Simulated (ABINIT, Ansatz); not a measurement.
# Rb2AlTlH6 (Fm-3m): G0W0 on several meshes in ABINIT

Aim: the GW shift of Rb2AlTlH6 (Fm-3m) against the k mesh.

Calculated with ABINIT 10.8.3; LDA and many-body steps on it, plane waves.

### Step 1. The starting structure

The structure is cubic, space group Fm-3m (No. 225). The conventional cell has a = 8.687 Å, b = 8.687 Å, c = 8.687 Å, α = 90.00°, β = 90.00°, γ = 90.00°. Nearest to Rb lie 12 H at 3.10 Å. Al has 6 H at 1.79 Å nearest. Nearest to Tl lie 6 H at 2.56 Å. H has 1 Al at 1.79 Å and 4 H at 2.53 Å and 1 Tl at 2.56 Å and 4 Rb at 3.10 Å nearest. Farther neighbours are not listed.

The cell and positions are those that the Materials Project relaxed with its own functionals (PBE, PBE+U or r2SCAN), kept fixed. Spin-orbit coupling is left out unless a step names it.

### Step 2. Empty states on the mesh, 2×2×2 mesh, 314 bands

This step: ABINIT 10.8.3; DFT, LDA, plane waves, norm-conserving pseudopotentials.

The sums over transitions need many empty states on a uniform mesh; this step solves for them.

Input file run.abi:

```
acell 3*1.0 Angstrom
rprim 
  0.000000000000 4.343365000000 4.343365000000
  4.343365000000 -0.000000000000 4.343365000000
  4.343365000000 4.343365000000 -0.000000000000
ntypat 4
znucl 37 13 81 1
natom 10
typat 1 1 2 3 4 4 4 4 4 4
xred 
  0.250000000000 0.250000000000 0.250000000000
  0.750000000000 0.750000000000 0.750000000000
  0.500000000000 0.500000000000 0.500000000000
  0.000000000000 0.000000000000 -0.000000000000
  0.294156000000 0.705844000000 0.705844000000
  0.294156000000 0.705844000000 0.294156000000
  0.705844000000 0.294156000000 0.705844000000
  0.705844000000 0.705844000000 0.294156000000
  0.294156000000 0.294156000000 0.705844000000
  0.705844000000 0.294156000000 0.294156000000
pp_dirpath "pseudos"
pseudos "Rb.upf, Al.upf, Tl.upf, H.upf"
ecut 31
ngkpt 2 2 2
nshiftk 1
shiftk 0 0 0
kptopt 1
chksymbreak 0
iscf -2
irdden 1
istwfk *1
nband 314
nbdbuf 28
tolwfr 1e-09
nstep 60
prtvol 0
indata_prefix "in"
outdata_prefix "out"
tmpdata_prefix "tmp"
```

Started as:

```sh
OMP_NUM_THREADS=1 mpirun -n 4 abinit run.abi > log
```

Numbers of over 12 decimals in the logs are rounded to 6 here.

The log of the run:

```text
.Version 10.8.3 of ABINIT. v10.8.2 released Aug 2026.

 Symmetries : space group Fm -3 m (#225); Bravais cF (face-center cubic)
[... echo of the input left out ...]
== DATASET  1 ==================================================================
-   mpi_nproc: 4, omp_nthreads: 1 (-1 if OMP is not activated)
-    --> not optimal distribution: autoparal keyword recommended in input file <--

--- !DatasetInfo
iteration_state: {dtset: 1, }
dimensions: {natom: 10, nkpt: 3, mband: 314, nsppol: 1, nspinor: 1, nspden: 1, mpw: 9185, }
cutoff_energies: {ecut:  31.0, pawecutdg:  -1.0, }
[...]
2.81606    2.81606    2.88472    2.88481    2.88500    2.88520    2.88566    2.88985
   2.89003    2.89015    2.89838    2.89986    2.90173    2.90656    2.90852    2.91097
   2.92247    2.92340
 prteigrs : prtvol=0 or 1, do not print more k-points.

== END DATASET(S) ==============================================================
================================================================================

 -outvars: echo values of variables after computation  --------
            nband         314
             nkpt           3
          spgroup         225
 [... the other variables as echoed above ...]

 Calculation completed.
```

Elapsed: 3.8 min, on 4 MPI ranks of Arm Neoverse V1, shared host; peak memory 0.49 GiB.

Numbers from this step:

```
gap                                                           : 0.4014 eV
k of the valence top                                          : 0.5, 0.5, 0
k of the conduction bottom                                    : 0.5, 0, 0
least direct gap                                              : 1.814 eV
k points computed                                             : 3
lowest point of the top converged band, above the valence top : 72.3706 eV
```

On this mesh the gap is 0.401 eV.

The density comes from a self-consistent run that is not shown.

### Step 3. Screening, 2×2×2 mesh, 128 bands, screening to 114.3 eV

The RPA dielectric matrix is built and inverted for each q.

This step: RPA screening on LDA, plane waves, norm-conserving pseudopotentials.

Edit run.abi of step 2 so:

```diff
@@ -28,10 +28,11 @@
 chksymbreak 0
-iscf -2
-irdden 1
 istwfk *1
-nband 314
-nbdbuf 28
-tolwfr 1e-09
-nstep 60
-prtvol 0
+occopt 1
+irdwfk 1
+optdriver 3
+nband 128
+ecuteps 4.2
+inclvkb 2
+awtr 1
+symchi 1
 indata_prefix "in"
```

The log of the run:

```text
.Version 10.8.3 of ABINIT. v10.8.2 released Aug 2026.

 Symmetries : space group Fm -3 m (#225); Bravais cF (face-center cubic)
[... echo of the input left out ...]
== DATASET  1 ==================================================================
-   mpi_nproc: 4, omp_nthreads: 1 (-1 if OMP is not activated)

--- !DatasetInfo
iteration_state: {dtset: 1, }
dimensions: {natom: 10, nkpt: 3, mband: 128, nsppol: 1, nspinor: 1, nspden: 1, mpw: 9185, }
cutoff_energies: {ecut:  31.0, pawecutdg:  -1.0, }
electrons: {nelect:   4.00000000E+01, charge:   0.00000000E+00, occopt:   1.00000000E+00, tsmear:   1.00000000E-02, }

 SCREENING: Calculation of the susceptibility and dielectric matrices

 Based on a program developped by R.W. Godby, V. Olevano, G. Onida, and L. Reining.
 Incorporated in ABINIT by V. Olevano, G.-M. Rignanese, and M. Torrent.
.Using double precision arithmetic ; gwpc =  8

[... cell and pseudopotentials left out ...]
--------------------------------------------------------------------------------

 ==== K-mesh for the wavefunctions ====
 Number of points in the irreducible wedge :     3
[... list of points left out ...]
 Together with 48 symmetry operations and time-reversal symmetry
 yields     8 points in the full Brillouin Zone.

 ==== Q-mesh for the screening function ====
 Number of points in the irreducible wedge :     3
[... list of points left out ...]
 Together with 48 symmetry operations and time-reversal symmetry
 yields     8 points in the full Brillouin Zone.

 setmesh: FFT mesh size selected  =    40x   40x   40
          total number of points  =        64000

 vcoul_init : cutoff-mode = AUXILIARY_FUNCTION
 q-points for optical limit:   1
     1)      0.000010    0.000020    0.000030

- screening: taking advantage of time-reversal symmetry
- Maximum band index for partially occupied states nbvw = 20
- Remaining bands to be divided among processors   nbcw = 108
- Number of bands treated by each node ~27

 Number of electrons calculated from density =   40.0000; Expected =   40.0000
 average of density, n =  0.036170
 r_s =    1.8758
 omega_plasma =   18.3456 [eV]

 calculating chi0 at frequencies [eV] :
  1    0.000000E+00    0.000000E+00
  2    0.000000E+00    1.834564E+01

--------------------------------------------------------------------------------
  q-point number  1        q = ( 0.000000, 0.000000, 0.000000) [r.l.u.]
--------------------------------------------------------------------------------
[... chi0 elements left out ...]
 For q-point:  0.000010 0.000020 0.000030
  dielectric constant =   8.9822
  dielectric constant without local fields =  10.5499

  Average fulfillment of the sum rule on Im[epsilon] for q-point    1 :     71.06  [%]
[... wings left out ...]
  q-point number  2        q = ( 0.500000, 0.000000, 0.000000) [r.l.u.]
--------------------------------------------------------------------------------
[... chi0 elements left out ...]
  Average fulfillment of the sum rule on Im[epsilon] for q-point    2 :     79.29  [%]

 [... 1 further q-points ...]
```

It took 24 s on 4 MPI ranks; peak memory 1.5 GiB; 96 s of CPU time.

This step gave:

| Quantity | Value |
| --- | --- |
| ε∞ with local fields, on this mesh, along the program's q direction | 8.982 |
| the same without local fields | 10.55 |
| plasma frequency | 18.35 eV |
| plane waves in the screening matrix | 459 |

Local fields lower ε∞ by 15 %. On a Γ-centred mesh this coarse the value itself is usually too large, while a short band sum pulls it down.

### Step 4. 2×2×2

The self-energy is evaluated for the states that the input lists, and the levels follow from it, in one-shot runs by the linearised quasiparticle equation.

This step: G0W0 on LDA, plane waves, norm-conserving pseudopotentials.

Edit run.abi of step 3 so:

```diff
@@ -31,8 +31,19 @@
 irdwfk 1
-optdriver 3
+optdriver 4
 nband 128
+gwcalctyp 0
+ecutsigx 31
+symsigma 1
+nkptgw 3
+kptgw 
+  0.5000000000 0.5000000000 0.0000000000
+  0.5000000000 0.0000000000 0.0000000000
+  0.0000000000 0.0000000000 0.0000000000
+bdgw 
+  19 22
+  18 23
+  19 23
 ecuteps 4.2
-inclvkb 2
-awtr 1
-symchi 1
+irdscr 1
+ppmodel 1
 indata_prefix "in"
```

The log of the run:

```text
.Version 10.8.3 of ABINIT. v10.8.2 released Aug 2026.

 Symmetries : space group Fm -3 m (#225); Bravais cF (face-center cubic)
[... echo of the input left out ...]
== DATASET  1 ==================================================================
-   mpi_nproc: 4, omp_nthreads: 1 (-1 if OMP is not activated)

--- !DatasetInfo
iteration_state: {dtset: 1, }
dimensions: {natom: 10, nkpt: 3, mband: 128, nsppol: 1, nspinor: 1, nspden: 1, mpw: 9185, }
cutoff_energies: {ecut:  31.0, pawecutdg:  -1.0, }
electrons: {nelect:   4.00000000E+01, charge:   0.00000000E+00, occopt:   1.00000000E+00, tsmear:   1.00000000E-02, }

 SIGMA: Calculation of the GW corrections

 Based on a program developped by R.W. Godby, V. Olevano, G. Onida, and L. Reining.
 Incorporated in ABINIT by V. Olevano, G.-M. Rignanese, and M. Torrent.
.Using double precision arithmetic ; gwpc =  8

[... cell and pseudopotentials left out ...]
--------------------------------------------------------------------------------

 ==== K-mesh for the wavefunctions ====
 Number of points in the irreducible wedge :     3
[... list of points left out ...]
 Together with 48 symmetry operations and time-reversal symmetry
 yields     8 points in the full Brillouin Zone.

 ==== Q-mesh for screening function ====
 Number of points in the irreducible wedge :     3
[... list of points left out ...]
 Together with 48 symmetry operations and time-reversal symmetry
 yields     8 points in the full Brillouin Zone.

 vcoul_init : cutoff-mode = AUXILIARY_FUNCTION
 q-points for optical limit:   1
     1)      0.000010    0.000020    0.000030
 setmesh: FFT mesh size selected  =    60x   60x   60
          total number of points  =       216000

 Number of electrons calculated from density =   40.0000; Expected =   40.0000
 average of density, n =  0.036170
 r_s =    1.8758
 omega_plasma =   18.3456 [eV]

 === KS Band Gaps ===
  >>>> For spin  1
   Minimum direct gap =   1.8140 [eV], located at k-point      :   0.5000  0.5000  0.0000
   Fundamental gap    =   0.4013 [eV], Top of valence bands at :   0.5000  0.5000  0.0000
                                       Bottom of conduction at :   0.5000  0.0000  0.0000
 SIGMA fundamental parameters:
 PLASMON POLE MODEL  1
 number of plane-waves for SigmaX                 9185
 number of plane-waves for SigmaC and W            459
 number of plane-waves for wavefunctions          9185
 number of bands                                   128
 number of independent spin polarizations            1
 number of spinorial components                      1
 number of k-points in IBZ                           3
 number of q-points in IBZ                           3
 number of symmetry operations                      48
 number of k-points in BZ                            8
 number of q-points in BZ                            8
 number of frequencies for dSigma/dE                 9
 frequency step for dSigma/dE [eV]                0.25
 number of omega for Sigma on real axis              0
 max omega for Sigma on real axis  [eV]           0.00
 zcut for avoiding poles [eV]                     0.10

 EPSILON^-1 parameters (SCR file):
 dimension of the eps^-1 matrix on file            459
 dimension of the eps^-1 matrix used               459
 number of plane-waves for wavefunctions          9185
 number of bands                                   128
 number of q-points in IBZ                           3
 number of frequencies                               2
 number of real frequencies                          1
 number of imag frequencies                          1

 matrix elements of self-energy operator (all in [eV])

 Perturbative Calculation

--- !SelfEnergy_ee
iteration_state: {dtset: 1, }
kpoint     : [   0.500,    0.500,    0.000, ]
spin       : 1
KS_gap     :    1.814
QP_gap     :    2.892
Delta_QP_KS:    1.078
data: !SigmaeeData |
     Band     E0 <VxcDFT>   SigX SigC(E0)      Z dSigC/dE  Sig(E)    E-E0       E
       19   1.021 -11.193 -13.861   2.213   0.768  -0.303 -11.543  -0.350   0.672
       20   2.165 -11.838 -13.677   1.467   0.776  -0.289 -12.126  -0.288   1.877
       21   3.979  -9.184  -5.356  -2.844   0.802  -0.247  -8.394   0.790   4.769
       22   3.979  -9.184  -5.356  -2.844   0.802  -0.247  -8.394   0.790   4.769

--- !SelfEnergy_ee
iteration_state: {dtset: 1, }
kpoint     : [   0.500,    0.000,    0.000, ]
spin       : 1
KS_gap     :    2.698
QP_gap     :    3.801
Delta_QP_KS:    1.104
data: !SigmaeeData |
     Band     E0 <VxcDFT>   SigX SigC(E0)      Z dSigC/dE  Sig(E)    E-E0       E
       18  -0.236 -10.322 -13.136   2.321   0.762  -0.313 -10.697  -0.376  -0.612
       19  -0.236 -10.322 -13.136   2.321   0.762  -0.313 -10.697  -0.376  -0.612
[...]
--- !SelfEnergy_ee
iteration_state: {dtset: 1, }
kpoint     : [   0.000,    0.000,    0.000, ]
spin       : 1
KS_gap     :    3.500
QP_gap     :    4.547
Delta_QP_KS:    1.047
data: !SigmaeeData |
     Band     E0 <VxcDFT>   SigX SigC(E0)      Z dSigC/dE  Sig(E)    E-E0       E
[...]
21   4.155  -9.390  -5.698  -2.777   0.799  -0.252  -8.660   0.730   4.885
       22   4.155  -9.390  -5.698  -2.777   0.799  -0.252  -8.660   0.730   4.885
       23   4.155  -9.390  -5.698  -2.777   0.799  -0.252  -8.660   0.730   4.885

 New Fermi energy :        9.509135E-02 Ha ,    2.587568E+00 eV

 === QP Band Gaps ===
  >>>> For spin  1
   Minimum direct gap =   2.8922 [eV], located at k-point      :   0.5000  0.5000  0.0000
   Fundamental gap    =   1.4211 [eV], Top of valence bands at :   0.5000  0.5000  0.0000
                                       Bottom of conduction at :   0.5000  0.0000  0.0000

== END DATASET(S) ==============================================================
================================================================================

 -outvars: echo values of variables after computation  --------
           etotal      0.0000000000E+00
            nband         128
             nkpt           3
          spgroup         225
 [... the other variables as echoed above ...]

 Calculation completed.
```

It took 24 s on 4 MPI ranks; peak memory 1.2 GiB.

This step gave:

* G0W0 gap on the points computed: 1.421 eV
* starting gap on the mesh: 0.4014 eV
* k of the valence top: 0.5, 0.5, 0
* k of the conduction bottom: 0.5, 0, 0
* Z at the valence top: 0.776
* Z at the conduction bottom: 0.808
* least direct G0W0 gap on the computed points: 2.892 eV

The gap on the mesh goes from 0.40 eV to 1.42 eV, a correction of +1.02 eV.

### Step 5. Empty states on the mesh, 4×4×4 mesh, 140 bands

This step: DFT, LDA, plane waves, norm-conserving pseudopotentials.

Edit run.abi of step 4 so:

```diff
@@ -23,3 +23,3 @@
 ecut 31
-ngkpt 2 2 2
+ngkpt 4 4 4
 nshiftk 1
@@ -28,22 +28,10 @@
 chksymbreak 0
+iscf -2
+irdden 1
 istwfk *1
-occopt 1
-irdwfk 1
-optdriver 4
-nband 128
-gwcalctyp 0
-ecutsigx 31
-symsigma 1
-nkptgw 3
-kptgw 
-  0.5000000000 0.5000000000 0.0000000000
-  0.5000000000 0.0000000000 0.0000000000
-  0.0000000000 0.0000000000 0.0000000000
-bdgw 
-  19 22
-  18 23
-  19 23
-ecuteps 4.2
-irdscr 1
-ppmodel 1
+nband 140
+nbdbuf 12
+tolwfr 1e-09
+nstep 60
+prtvol 0
 indata_prefix "in"
```

The log of the run:

```text
.Version 10.8.3 of ABINIT. v10.8.2 released Aug 2026.

 Symmetries : space group Fm -3 m (#225); Bravais cF (face-center cubic)
[... echo of the input left out ...]
== DATASET  1 ==================================================================
-   mpi_nproc: 4, omp_nthreads: 1 (-1 if OMP is not activated)

--- !DatasetInfo
iteration_state: {dtset: 1, }
dimensions: {natom: 10, nkpt: 8, mband: 140, nsppol: 1, nspinor: 1, nspden: 1, mpw: 9185, }
cutoff_energies: {ecut:  31.0, pawecutdg:  -1.0, }
[...]
1.40145    1.40145    1.40896    1.40896    1.41761    1.41761    1.41761    1.45505
   1.45505    1.49196    1.49196    1.49196    1.50318    1.50318    1.50318    1.53698
   1.53763    1.53978    1.54178    1.54244
 prteigrs : prtvol=0 or 1, do not print more k-points.

== END DATASET(S) ==============================================================
================================================================================

 -outvars: echo values of variables after computation  --------
            nband         140
             nkpt           8
          spgroup         225
 [... the other variables as echoed above ...]

 Calculation completed.
```

The job ended after 2.1 min (4 MPI ranks; peak memory 0.54 GiB).

Numbers from this step:

```
gap                                                           : 0.4014 eV
k of the valence top                                          : 0.5, 0.5, 0
k of the conduction bottom                                    : 0.5, 0, 0
least direct gap                                              : 1.814 eV
k points computed                                             : 8
lowest point of the top converged band, above the valence top : 36.80 eV
```

On this mesh the gap is 0.401 eV.

### Step 6. Screening, 4×4×4 mesh, 128 bands, screening to 114.3 eV

This step: RPA screening on LDA, plane waves, norm-conserving pseudopotentials.

Edit run.abi of step 5 so:

```diff
@@ -28,10 +28,11 @@
 chksymbreak 0
-iscf -2
-irdden 1
 istwfk *1
-nband 140
-nbdbuf 12
-tolwfr 1e-09
-nstep 60
-prtvol 0
+occopt 1
+irdwfk 1
+optdriver 3
+nband 128
+ecuteps 4.2
+inclvkb 2
+awtr 1
+symchi 1
 indata_prefix "in"
```

The log of the run:

```text
.Version 10.8.3 of ABINIT. v10.8.2 released Aug 2026.

 Symmetries : space group Fm -3 m (#225); Bravais cF (face-center cubic)
[... echo of the input left out ...]
== DATASET  1 ==================================================================
-   mpi_nproc: 4, omp_nthreads: 1 (-1 if OMP is not activated)

--- !DatasetInfo
iteration_state: {dtset: 1, }
dimensions: {natom: 10, nkpt: 8, mband: 128, nsppol: 1, nspinor: 1, nspden: 1, mpw: 9185, }
cutoff_energies: {ecut:  31.0, pawecutdg:  -1.0, }
electrons: {nelect:   4.00000000E+01, charge:   0.00000000E+00, occopt:   1.00000000E+00, tsmear:   1.00000000E-02, }

 SCREENING: Calculation of the susceptibility and dielectric matrices

 Based on a program developped by R.W. Godby, V. Olevano, G. Onida, and L. Reining.
 Incorporated in ABINIT by V. Olevano, G.-M. Rignanese, and M. Torrent.
.Using double precision arithmetic ; gwpc =  8

[... cell and pseudopotentials left out ...]
--------------------------------------------------------------------------------

 ==== K-mesh for the wavefunctions ====
 Number of points in the irreducible wedge :     8
[... list of points left out ...]
 Together with 48 symmetry operations and time-reversal symmetry
 yields    64 points in the full Brillouin Zone.

 ==== Q-mesh for the screening function ====
 Number of points in the irreducible wedge :     8
[... list of points left out ...]
 Together with 48 symmetry operations and time-reversal symmetry
 yields    64 points in the full Brillouin Zone.

 setmesh: FFT mesh size selected  =    40x   40x   40
          total number of points  =        64000

 vcoul_init : cutoff-mode = AUXILIARY_FUNCTION
 q-points for optical limit:   1
     1)      0.000010    0.000020    0.000030

- screening: taking advantage of time-reversal symmetry
- Maximum band index for partially occupied states nbvw = 20
- Remaining bands to be divided among processors   nbcw = 108
- Number of bands treated by each node ~27

 Number of electrons calculated from density =   40.0000; Expected =   40.0000
 average of density, n =  0.036170
 r_s =    1.8758
 omega_plasma =   18.3456 [eV]

 calculating chi0 at frequencies [eV] :
  1    0.000000E+00    0.000000E+00
  2    0.000000E+00    1.834564E+01

--------------------------------------------------------------------------------
  q-point number  1        q = ( 0.000000, 0.000000, 0.000000) [r.l.u.]
--------------------------------------------------------------------------------
[... chi0 elements left out ...]
 For q-point:  0.000010 0.000020 0.000030
  dielectric constant =   6.3996
  dielectric constant without local fields =   7.4145

  Average fulfillment of the sum rule on Im[epsilon] for q-point    1 :     70.99  [%]
[... wings left out ...]
  q-point number  2        q = ( 0.250000, 0.000000, 0.000000) [r.l.u.]
--------------------------------------------------------------------------------
[... chi0 elements left out ...]
  Average fulfillment of the sum rule on Im[epsilon] for q-point    2 :     86.04  [%]

 [... 6 further q-points ...]
```

Elapsed: 3 min, on 4 MPI ranks; peak memory 2.5 GiB; 12 min of CPU time.

Numbers from this step:

* ε∞ with local fields, on this mesh, along the program's q direction: 6.400
* the same without local fields: 7.415
* plasma frequency: 18.35 eV
* plane waves in the screening matrix: 459

(Continued in part 2 of 2.)

[Paths, hosts, dates, memory and timing lines, banners, echoed tables and standing remarks are left out of the program output.]

[Logs are printed without paths, hosts, clocks, repeated set-up lines and the standing remarks that a program may print on its own settings, such as how far it seeks lower states.]

[Runs of the session that timed out or met a known fault of the program may be left out.]

[Hosts, paths, dates, database ids (printed as entryN), source tags and the programs' standing remarks are cut or masked in the printed files.]

[G0W0 gaps are taken among the corrected bands and points alone; a level outside them can change the order at an edge.]

[Where Ansatz stands beside ABINIT at settings called matched, ABINIT's density can come from a denser mesh and the files from another edition; pairs whose starting gaps differed by over 0.03 eV were left out, so agreement reads better than it is.]
